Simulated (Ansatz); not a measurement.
**Zr chain started as a strip of triangles: period, moment and channels by functional**

Aim: how far do the period, the moment and the conductance of the Zr chain started as a strip of triangles depend on the functional, the datasets and spin-orbit coupling, and at what cost?

Main program and level: Ansatz 0.2.0; DFT PBE, plane waves, PAW; relaxation of a chain's period, in the first sound run; inputs show where later runs differ.

Report form: the programs' logs are mostly left out.

**1. Starting point**

The cell holds 2 atoms: 2 Zr. Cell: a = 9.000 Å, b = 7.500 Å, c = 3.425 Å, α = 90.0°, β = 90.0°, γ = 90.0°. Vacuum lies along a and b. The structure's axis is c.

**2. Relaxation of atoms and period, level PBE, cutoff 420 eV**

Band widths follow the bond lengths, so the chain is relaxed first. The atoms and the third cell vector are free; the box across stays fixed as vacuum. Moments are seeded so that a magnetic state can form if it lies lower. A Fermi-Dirac smearing is set since the result may be a metal. The pressure printed is a third of the stress's trace over the whole box, vacuum included; only the stress along the axis is relaxed.

Input file input.yaml:

```yaml
crystal:
  lattice:
    - [9.0, 0.0, 0.0]
    - [0.0, 7.5, 0.0]
    - [0.0, 0.0, 3.42475]
  atoms:
    - { symbol: Zr, position: [0.337444444, 0.5, 0.0], spin: 1.0 }
    - { symbol: Zr, position: [0.662555556, 0.5, 0.5], spin: 1.0 }
magnetization:
  spin_polarized: true
kpoints:
  mp_grid: { grid: [1, 1, 24] }
scf:
  occupations: { method: fermi_dirac, width: 0.05 }
hamiltonian:
  xc: pbe
relax:
  cell: { fix: [a, b, alpha, beta, gamma] }
  max_steps: 60
```

Launch:

```console
$ ansatz run input.yaml --threads 4 --pin off --max-ram 8192MiB --backend cpu --events-out ev --progress --plain --runs-dir out
```

The job ended after 30 s (4 threads of Arm Neoverse V1, shared host; peak memory 0.57 GiB; 1.9 min of CPU time).

Relaxation path:

| step | energy less that of the first step (eV) | largest force component (eV/Å) | pressure (GPa) | volume (Å³) |
| --- | --- | --- | --- | --- |
| 1 | 0.0000 | 1.6603 | -3.00 | 231.17 |
| 2 | -1.2630 | 2.2005 | -3.01 | 221.55 |
| 3 | -1.7658 | 1.0003 | -0.65 | 216.79 |
| 4 | -2.0379 | 0.2257 | -0.96 | 205.55 |
| 5 | -2.1446 | 0.1490 | -0.08 | 194.38 |
| 6 | -2.1514 | 0.0313 | 0.11 | 190.65 |
| 7 | -2.1520 | 0.0094 | 0.02 | 191.44 |
| 8* | -2.1515 | 0.0097 | 0.02 | 191.44 |

Relaxation steps marked * repeat the geometry before them on a plane-wave basis chosen anew for their cell, so energy and pressure can jump there.

The run keeps the 8 symmetry operations that it works with, so distortions that break them were not tested.

| cell as run | before | after | change |
| --- | --- | --- | --- |
| c (Å) | 3.425 | 2.836 | -17.2 % |

The atoms that moved most (Å, along periodic axes as changes of fractional coordinates times the final cell, across vacuum about the mean position):

| atom | dx | dy | dz | length |
| --- | --- | --- | --- | --- |
| Zr1 | 0.315 | 0.000 | 0.000 | 0.315 |
| Zr2 | -0.315 | 0.000 | 0.000 | 0.315 |

The relaxed structure:

```cif
data_structure
_symmetry_space_group_name_H-M 'P 1'
_symmetry_Int_Tables_number 1
_cell_length_a 9.0000
_cell_length_b 7.5000
_cell_length_c 2.8362
_cell_angle_alpha 90.000
_cell_angle_beta 90.000
_cell_angle_gamma 90.000
_cell_volume 191.44
loop_
_atom_site_label
_atom_site_type_symbol
_atom_site_fract_x
_atom_site_fract_y
_atom_site_fract_z
_atom_site_occupancy
Zr1 Zr 0.37249 0.50000 0.00000 1
Zr2 Zr 0.62751 0.50000 0.50000 1
```

Numbers from this step:

| Property | Result |
| --- | --- |
| energy at zero smearing | -8362.8052 eV |
| cell length along the wire | 2.836 Å |

The cell's length comes to 2.836 Å with no moment. That is -17 % against the start, more than a small adjustment.

The cell shrank by 17.2 % in its periodic edges. First to last step the energy falls by 2.151 eV, across changes of basis; the largest move, 0.32 Å, is that of Zr1 and 1 other atom alike.

**3. The wire at its relaxed period, level PBE, cutoff 420 eV**

This step: DFT PBE, plane waves, PAW; channels and complex bands of a perfect chain (Ansatz 0.2.0).

At the relaxed period the Bloch states of the perfect chain are found at each energy: those that move forward count the open channels, and those that decay describe how a disturbance dies away inside the wire itself. An energy step of 0.035 eV is under the 0.039 eV that the program asks for its thermal average at 300 K.

Input file input.yaml:

```yaml
crystal:
  lattice:
    - [9.0, 0.0, 0.0]
    - [0.0, 7.5, 0.0]
    - [0.0, 0.0, 2.8361523519]
  atoms:
    - { symbol: Zr, position: [0.372488816, 0.5, 0.0] }
    - { symbol: Zr, position: [0.627511184, 0.5, 0.5] }
kpoints:
  mp_grid: { grid: [1, 1, 29] }
  band_path: { path: ["Γ", Z], npoints: 60 }
scf:
  occupations: { method: fermi_dirac, width: 0.05 }
hamiltonian:
  xc: pbe
output:
  transmission:
    e_range: [-2, 2]
    de: 0.035
    kmesh: [1, 1]
    reduced_basis: true
    leads: [[0, 0]]
  dos: { projected: true, e_range: [-6, 4] }
  write_potential: true
  write_density: true
  volumetric_format: npy
  elf: true
```

Elapsed: 27 s, on 4 threads; peak memory 0.72 GiB; 98 s of CPU time.

Numbers from this step:

- energy at zero smearing: -8362.8020 eV
- channels at the energy nearest the Fermi level, one spin: 4
- conductance of the lead as this run defines it: 3.997 G₀
- band gap: 0 eV

Table of open channels of the lead, one spin by energy, zero at the Fermi level:

| energy (eV) | open channels of the lead, one spin |
| --- | --- |
| -2.00 | 2 |
| -1.90 | 2 |
| -1.79 | 2 |
| -1.69 | 2 |
| -1.58 | 2 |
| -1.48 | 4 |
| -1.37 | 4 |
| -1.23 | 4 |
| -1.12 | 4 |
| -1.02 | 6 |
| -0.92 | 6 |
| -0.81 | 6 |
| -0.70 | 5 |
| -0.60 | 5 |
| -0.49 | 1 |
| -0.39 | 2 |
| -0.28 | 4 |
| -0.18 | 4 |
| -0.07 | 4 |
| -0.01 | 4 |
| 0.07 | 4 |
| 0.17 | 3 |
| 0.28 | 5 |
| 0.38 | 5 |
| 0.48 | 4 |
| 0.59 | 4 |
| 0.69 | 4 |
| 0.80 | 4 |
| 0.91 | 4 |
| 1.01 | 6 |
| 1.11 | 6 |
| 1.22 | 8 |
| 1.36 | 5 |
| 1.47 | 8 |
| 1.57 | 8 |
| 1.68 | 8 |
| 1.78 | 7 |
| 1.89 | 7 |
| 1.99 | 7 |

The slowest values at each energy, most degenerate partners merged, listed up to 1.5 1/Å. Im kz of the slowest decaying states against energy, zero at the Fermi level:

| energy (eV) | decay 1 (Å⁻¹) | decay 2 (Å⁻¹) | decay 3 (Å⁻¹) | decay 4 (Å⁻¹) |
| --- | --- | --- | --- | --- |
| -2.000 | 0.340 | 0.471 | 0.587 | 0.732 |
| -1.790 | 0.266 | 0.421 | 0.544 | 0.679 |
| -1.615 | 0.178 | 0.372 | 0.506 | 0.630 |
| -1.405 | 0.299 | 0.458 | 0.563 | 0.694 |
| -1.195 | 0.194 | 0.404 | 0.482 | 0.648 |
| -0.985 | 0.342 | 0.373 | 0.600 | 0.711 |
| -0.810 | 0.225 | 0.280 | 0.556 | 0.672 |
| -0.600 | 0.0362 | 0.177 | 0.501 | 0.621 |
| -0.390 | 0.00109 | 0.0761 | 0.199 | 0.441 |
| -0.215 | 0.0876 | 0.255 | 0.386 | 0.508 |
| -0.005 | 0.0795 | 0.285 | 0.312 | 0.422 |
| 0.205 | 0.0318 | 0.221 | 0.226 | 0.295 |
| 0.415 | 0.0175 | 0.0661 | 0.264 | 0.291 |
| 0.590 | 0.0706 | 0.265 | 0.278 | 0.715 |
| 0.800 | 0.0664 | 0.249 | 0.251 | 0.662 |
| 1.010 | 0.195 | 0.220 | 0.597 | 0.661 |
| 1.185 | 0.0785 | 0.179 | 0.525 | 0.605 |
| 1.395 | 0.0156 | 0.0788 | 0.290 | 0.515 |
| 1.605 | 0.353 | 0.379 | 0.650 | 0.793 |
| 1.815 | 0.0646 | 0.370 | 0.406 | 0.597 |

Electronic bands along the path, in eV, zero at the Fermi level:

| point | band 9 | band 10 | band 11 | band 12 | band 13 | band 14 | band 15 | band 16 |
| --- | --- | --- | --- | --- | --- | --- | --- | --- |
| Γ | -2.85 | -2.49 | -0.73 | -0.47 | 0.15 | 0.44 | 1.36 | 1.40 |
| halfway | -1.10 | -0.85 | -0.58 | 0.18 | 0.29 | 0.41 | 0.97 | 1.23 |
| Z | -1.39 | -1.39 | -1.04 | -1.04 | 2.04 | 2.04 | 2.46 | 2.46 |

Electrostatic potential energy in the ca plane at fractional y = 0.500, with atoms of Zr within 0.2 Å of it. With pseudopotentials it is smooth inside the atoms' cores, unlike the true potential.

Ten even steps from '_' (-75 eV) to '@' (4 eV), each cell a mean:
```
@@@@@@@@@@@@@@@@@@@@@@@@@@@@@@
@@@@@@@@@@@@@@@@@@@@@@@@@@@@@@
@@@@@@@@@@@@@@@@@@@@@@@@@@@@@@
@@@@@@@@@@@@@@@@@@@@@@@@@@@@@@
@@@@@@@@@@@@@@@@@@@@@@@@@@@@@@
@@@@@@@@@@%%%%%%%%%%%%@@@@@@@@
@@@@@@%%%%##**++++**##%%%%@@@@
@@@@%%##++--..____..--++##%%@@
@@%%%%**--..________..--**%%%%
@@@@%%##==::________::==##%%@@
@@@@%%%%##**========**##%%%%@@
%%%%%%%%%%%%%%%%%%%%%%%%%%%%%%
****####%%%%@@@@@@@@%%%%####**
....--++##%%%%@@@@%%%%##++--..
______::++##%%@@@@%%##++::____
____..--++##%%@@@@%%##++--..__
----==**##%%@@@@@@@@%%##**==--
####%%%%@@@@@@@@@@@@@@@@%%%%##
@@@@@@@@@@@@@@@@@@@@@@@@@@@@@@
@@@@@@@@@@@@@@@@@@@@@@@@@@@@@@
@@@@@@@@@@@@@@@@@@@@@@@@@@@@@@
@@@@@@@@@@@@@@@@@@@@@@@@@@@@@@
@@@@@@@@@@@@@@@@@@@@@@@@@@@@@@
@@@@@@@@@@@@@@@@@@@@@@@@@@@@@@
```
Columns run along c (2.8 Å; values clipped at the 3rd and 97th percentile), rows up along a (9.0 Å). Atoms in or near the plane, at fractional coordinates: Zr at (0.00, 0.37), Zr at (0.50, 0.63).

ELF in the ca plane at fractional y = 0.500, with atoms of Zr within 0.2 Å of it. It is the smooth field of the valence electrons, not physical close to the nuclei.

Ten even steps from '0' (0.00) to '9' (0.78), each cell a mean:
```
000000000000000
111000000000011
443322111122334
665432211223456
775432111123457
664322222222346
443356788765334
223589988998532
223799511599732
333689866898633
543357888875334
333223344332233
665433444433456
889863344336898
138984222248983
458984222248985
999853333335899
544333455433344
111234677643211
112245677654221
112234555543221
111112222221111
000000000000000
000000000000000
```
Columns run along c (2.8 Å), rows up along a (9.0 Å). Atoms in or near the plane, at fractional coordinates: Zr at (0.00, 0.37), Zr at (0.50, 0.63).

Valence density in the ca plane at fractional y = 0.500, with atoms of Zr within 0.2 Å of it. It is the smooth field of the valence electrons, not physical close to the nuclei.

Values in e/Å³, 24 rows by 15 columns, each cell a mean:
```
0.0 0.0 0.0 0.0 0.0 0.0 0.0 0.0 0.0 0.0 0.0 0.0 0.0 0.0 0.0
0.0 0.0 0.0 0.0 0.0 0.0 0.0 0.0 0.0 0.0 0.0 0.0 0.0 0.0 0.0
0.0 0.0 0.0 0.0 0.0 0.0 0.0 0.0 0.0 0.0 0.0 0.0 0.0 0.0 0.0
0.0 0.0 0.0 0.0 0.0 0.0 0.0 0.0 0.0 0.0 0.0 0.0 0.0 0.0 0.0
0.1 0.1 0.1 0.1 0.1 0.1 0.1 0.1 0.1 0.1 0.1 0.1 0.1 0.1 0.1
0.1 0.1 0.1 0.1 0.2 0.2 0.2 0.3 0.3 0.2 0.2 0.2 0.1 0.1 0.1
0.2 0.2 0.2 0.3 0.5 0.9 1.2 1.5 1.5 1.2 0.9 0.5 0.3 0.2 0.2
0.2 0.3 0.4 0.8 1.6 2.7 3.5 3.8 3.8 3.5 2.7 1.6 0.8 0.4 0.3
0.3 0.3 0.5 1.2 2.5 3.8 4.0 3.2 3.2 4.0 3.8 2.5 1.2 0.5 0.3
0.3 0.3 0.5 1.0 2.0 3.2 3.8 3.8 3.8 3.8 3.2 2.0 1.0 0.5 0.3
0.3 0.3 0.4 0.5 0.9 1.4 2.0 2.3 2.3 2.0 1.4 0.9 0.5 0.4 0.3
0.4 0.4 0.4 0.4 0.4 0.5 0.6 0.6 0.6 0.6 0.5 0.4 0.4 0.4 0.4
1.3 1.2 1.0 0.7 0.5 0.4 0.4 0.3 0.3 0.4 0.4 0.5 0.7 1.0 1.2
3.5 3.3 2.8 1.9 1.0 0.6 0.4 0.3 0.3 0.4 0.6 1.0 1.9 2.8 3.3
3.2 3.7 4.0 3.1 1.7 0.8 0.4 0.3 0.3 0.4 0.8 1.7 3.1 4.0 3.7
3.7 3.9 3.9 2.9 1.5 0.7 0.4 0.3 0.3 0.4 0.7 1.5 2.9 3.9 3.9
2.7 2.5 2.0 1.3 0.7 0.4 0.2 0.2 0.2 0.2 0.4 0.7 1.3 2.0 2.5
0.6 0.6 0.4 0.3 0.2 0.2 0.1 0.1 0.1 0.1 0.2 0.2 0.3 0.4 0.6
0.1 0.1 0.1 0.1 0.1 0.1 0.1 0.1 0.1 0.1 0.1 0.1 0.1 0.1 0.1
0.0 0.0 0.0 0.0 0.0 0.0 0.0 0.0 0.0 0.0 0.0 0.0 0.0 0.0 0.0
0.0 0.0 0.0 0.0 0.0 0.0 0.0 0.0 0.0 0.0 0.0 0.0 0.0 0.0 0.0
0.0 0.0 0.0 0.0 0.0 0.0 0.0 0.0 0.0 0.0 0.0 0.0 0.0 0.0 0.0
0.0 0.0 0.0 0.0 0.0 0.0 0.0 0.0 0.0 0.0 0.0 0.0 0.0 0.0 0.0
0.0 0.0 0.0 0.0 0.0 0.0 0.0 0.0 0.0 0.0 0.0 0.0 0.0 0.0 0.0
```
Columns run along c (2.8 Å), rows up along a (9.0 Å). Atoms in or near the plane, at fractional coordinates: Zr at (0.00, 0.37), Zr at (0.50, 0.63).

By hand: the program gives 4.5882 × 10^14 S/m² over the cell's cross-section of 67.50 Å² = 6.750 × 10^-19 m², so one cell conducts 3.097 × 10^-4 S. Divided by G0 = 2e²/h = 7.748 × 10^-5 S this is 4.00 G0, a resistance of 3.23 kΩ.

At the computed energy nearest the Fermi level there are 4 channels a spin, and the thermal average gives 4.00 G₀.

**4. Relaxing the period**

This step: DFT LDA, plane waves, PAW; relaxation of a chain's period (Ansatz 0.2.0).

The relaxation is repeated under another functional. LDA has no gradient terms and tends to overbind, so it marks the short end of the likely bond lengths.

Input file input.yaml:

```yaml
crystal:
  lattice:
    - [9.0, 0.0, 0.0]
    - [0.0, 7.5, 0.0]
    - [0.0, 0.0, 3.42475]
  atoms:
    - { symbol: Zr, position: [0.337444444, 0.5, 0.0], spin: 1.0 }
    - { symbol: Zr, position: [0.662555556, 0.5, 0.5], spin: 1.0 }
magnetization:
  spin_polarized: true
kpoints:
  mp_grid: { grid: [1, 1, 24] }
scf:
  occupations: { method: fermi_dirac, width: 0.05 }
hamiltonian:
  xc: lda
relax:
  cell: { fix: [a, b, alpha, beta, gamma] }
  max_steps: 60
```

Run time: 18 s. Hardware: 4 threads; peak memory 0.52 GiB.

The steps of the relaxation:

| step | energy less that of the first step (eV) | largest force component (eV/Å) | pressure (GPa) | volume (Å³) |
| --- | --- | --- | --- | --- |
| 1 | 0.0000 | 2.6001 | -4.20 | 231.17 |
| 2 | -1.3566 | 2.6389 | -3.77 | 225.04 |
| 3 | -2.1200 | 0.2256 | -1.69 | 220.52 |
| 4 | -2.4714 | 0.3088 | -1.31 | 209.23 |
| 5 | -2.7264 | 0.2900 | -1.15 | 197.67 |
| 6 | -2.8418 | 0.3512 | 0.13 | 186.39 |
| 7 | -2.8475 | 0.0274 | -0.07 | 185.65 |
| 8 | -2.8476 | 0.0021 | -0.09 | 185.98 |
| 9* | -2.8472 | 0.0016 | -0.08 | 185.98 |

Relaxation steps marked * repeat the geometry before them on a plane-wave basis chosen anew for their cell, so energy and pressure can jump there.

Forces are held to the 8 operations that the run works with; a distortion that breaks them can't arise in this run.

| cell as run | before | after | change |
| --- | --- | --- | --- |
| c (Å) | 3.425 | 2.755 | -19.5 % |

The atoms that moved most (Å, along periodic axes as changes of fractional coordinates times the final cell, across vacuum about the mean position):

| atom | dx | dy | dz | length |
| --- | --- | --- | --- | --- |
| Zr1 | 0.333 | 0.000 | 0.000 | 0.333 |
| Zr2 | -0.333 | 0.000 | 0.000 | 0.333 |

The relaxed structure:

```xyz
2
Lattice="9.0000 0.0000 0.0000 0.0000 7.5000 0.0000 0.0000 0.0000 2.7553" Properties=species:S:1:pos:R:3
Zr    3.3697    3.7500    0.0000
Zr    5.6303    3.7500    1.3777
```

The cell's length comes to 2.755 Å, -2.8 % against the first run, with no moment. That is -20 % against the start, more than a small adjustment.

**5. The wire at its relaxed period, level LDA, cutoff 420 eV**

This step: DFT LDA, plane waves, PAW; channels and complex bands of a perfect chain (Ansatz 0.2.0).

The channels are counted again under LDA, at the period that it gave.

Input file input.yaml:

```yaml
crystal:
  lattice:
    - [9.0, 0.0, 0.0]
    - [0.0, 7.5, 0.0]
    - [0.0, 0.0, 2.7553256354]
  atoms:
    - { symbol: Zr, position: [0.374413274, 0.5, 0.0] }
    - { symbol: Zr, position: [0.625586726, 0.5, 0.5] }
kpoints:
  mp_grid: { grid: [1, 1, 30] }
  band_path: { path: ["Γ", Z], npoints: 60 }
scf:
  occupations: { method: fermi_dirac, width: 0.05 }
hamiltonian:
  xc: lda
output:
  transmission:
    e_range: [-2, 2]
    de: 0.035
    kmesh: [1, 1]
    reduced_basis: true
    leads: [[0, 0]]
  dos: { projected: true, e_range: [-6, 4] }
```

Run time: 36 s. Hardware: 4 threads; peak memory 0.84 GiB; 2.2 min of CPU time.

At the computed energy nearest the Fermi level there are 4 channels a spin, and the thermal average gives 3.99 G₀.

**6. Relaxing the period, cutoff 500 eV**

This step: DFT r2SCAN, plane waves, PAW; relaxation of a chain's period (Ansatz 0.2.0).

The relaxation is repeated under another functional. r2SCAN also reads the kinetic-energy density; it often gives larger moments and wider gaps than PBE, at a higher cost. Against the first PBE run of this kind, the cutoff is 500 eV against 420.

Input file input.yaml:

```yaml
crystal:
  lattice:
    - [9.0, 0.0, 0.0]
    - [0.0, 7.5, 0.0]
    - [0.0, 0.0, 3.42475]
  atoms:
    - { symbol: Zr, position: [0.337444444, 0.5, 0.0], spin: 1.0 }
    - { symbol: Zr, position: [0.662555556, 0.5, 0.5], spin: 1.0 }
magnetization:
  spin_polarized: true
kpoints:
  mp_grid: { grid: [1, 1, 24] }
scf:
  occupations: { method: fermi_dirac, width: 0.05 }
hamiltonian:
  xc: r2scan
relax:
  cell: { fix: [a, b, alpha, beta, gamma] }
  max_steps: 60
```

Wall time 2.8 min (4 threads); peak memory 1 GiB.

Step by step:

| step | energy less that of the first step (eV) | largest force component (eV/Å) | pressure (GPa) | volume (Å³) |
| --- | --- | --- | --- | --- |
| 1 | 0.0000 | 1.4432 | -2.87 | 231.17 |
| 2 | -1.1247 | 2.0690 | -3.02 | 219.85 |
| 3 | -1.6737 | 0.6930 | -0.75 | 214.50 |
| 4 | -1.9152 | 0.3129 | -0.96 | 203.26 |
| 5 | -2.0092 | 0.3085 | 0.07 | 192.11 |
| 6 | -2.0249 | 0.1738 | 0.15 | 189.05 |
| 7 | -2.0271 | 0.0172 | 0.05 | 188.28 |
| 8 | -2.0272 | 0.0090 | 0.01 | 188.96 |
| 9* | -2.0250 | 0.0082 | 0.00 | 188.96 |
| 10 | -2.0251 | 0.0002 | 0.02 | 188.73 |
| 11* | -2.0251 | 0.0002 | 0.02 | 188.73 |

Relaxation steps marked * repeat the geometry before them on a plane-wave basis chosen anew for their cell, so energy and pressure can jump there.

The run keeps the 8 symmetry operations that it works with, so distortions that break them were not tested.

| cell as run | before | after | change |
| --- | --- | --- | --- |
| c (Å) | 3.425 | 2.796 | -18.4 % |

The atoms that moved most (Å, along periodic axes as changes of fractional coordinates times the final cell, across vacuum about the mean position):

| atom | dx | dy | dz | length |
| --- | --- | --- | --- | --- |
| Zr1 | 0.305 | 0.000 | 0.000 | 0.305 |
| Zr2 | -0.305 | 0.000 | 0.000 | 0.305 |

Final coordinates:

```
Zr
1.0
     9.00000    0.00000    0.00000
     0.00000    7.50000    0.00000
     0.00000    0.00000    2.79594
Zr
2
Direct
  0.37136 0.50000 0.00000
  0.62864 0.50000 0.50000
```

The cell's length comes to 2.796 Å, -1.4 % against the first run, with an absolute moment of 0.89 μB a cell. That is -18 % against the start, more than a small adjustment.

The cell shrank by 18.4 % in its periodic edges. From the first step to the last the energy fell by 2.025 eV, across changes of basis, and the largest move was 0.31 Å (Zr1 and 1 other atom alike).

**7. Bands of the perfect wire, level r2SCAN, cutoff 500 eV**

This step: DFT r2SCAN, plane waves, PAW; channels and complex bands of a perfect chain (Ansatz 0.2.0).

The channels are counted again under r2SCAN, at the period that it gave. Its window is narrower, to save time.

Input file input.yaml:

```yaml
crystal:
  lattice:
    - [9.0, 0.0, 0.0]
    - [0.0, 7.5, 0.0]
    - [0.0, 0.0, 2.7959357823]
  atoms:
    - { symbol: Zr, position: [0.371358559, 0.5, 0.0], spin: 0.06 }
    - { symbol: Zr, position: [0.628641441, 0.5, 0.5], spin: 0.06 }
magnetization:
  spin_polarized: true
kpoints:
  mp_grid: { grid: [1, 1, 29] }
  band_path: { path: ["Γ", Z], npoints: 60 }
scf:
  occupations: { method: fermi_dirac, width: 0.05 }
hamiltonian:
  xc: r2scan
output:
  transmission:
    e_range: [-0.7, 0.7]
    de: 0.035
    kmesh: [1, 1]
    reduced_basis: true
    leads: [[0, 0]]
  dos: { projected: true, e_range: [-6, 4] }
```

The job ended after 58 s (4 threads; peak memory 1.1 GiB; 3.6 min of CPU time).

Open channels of the lead against energy, zero at the Fermi level:

| energy (eV) | spin up | spin down |
| --- | --- | --- |
| -0.700 | 7 | 1 |
| -0.630 | 5 | 1 |
| -0.560 | 3 | 1 |
| -0.490 | 3 | 1 |
| -0.420 | 4 | 1 |
| -0.350 | 4 | 2 |
| -0.315 | 4 | 2 |
| -0.245 | 4 | 2 |
| -0.175 | 3 | 2 |
| -0.105 | 5 | 2 |
| -0.035 | 5 | 2 |
| 0.000 | 5 | 2 |
| 0.035 | 5 | 2 |
| 0.105 | 5 | 2 |
| 0.175 | 5 | 4 |
| 0.245 | 5 | 4 |
| 0.315 | 6 | 4 |
| 0.350 | 6 | 4 |
| 0.420 | 6 | 4 |
| 0.490 | 4 | 4 |
| 0.560 | 4 | 4 |
| 0.630 | 4 | 4 |
| 0.700 | 4 | 4 |

At the computed energy nearest the Fermi level there are 5 spin-up and 2 spin-down channels, and the thermal average gives 3.50 G₀.

[end of part 1 of 2]

[Logs are printed without paths, hosts, clocks, repeated set-up lines and the standing remarks that a program may print on its own settings, such as how far it seeks lower states.]

[Hosts, paths, dates, database ids (printed as entryN), source tags and the programs' standing remarks are cut or masked in the printed files.]
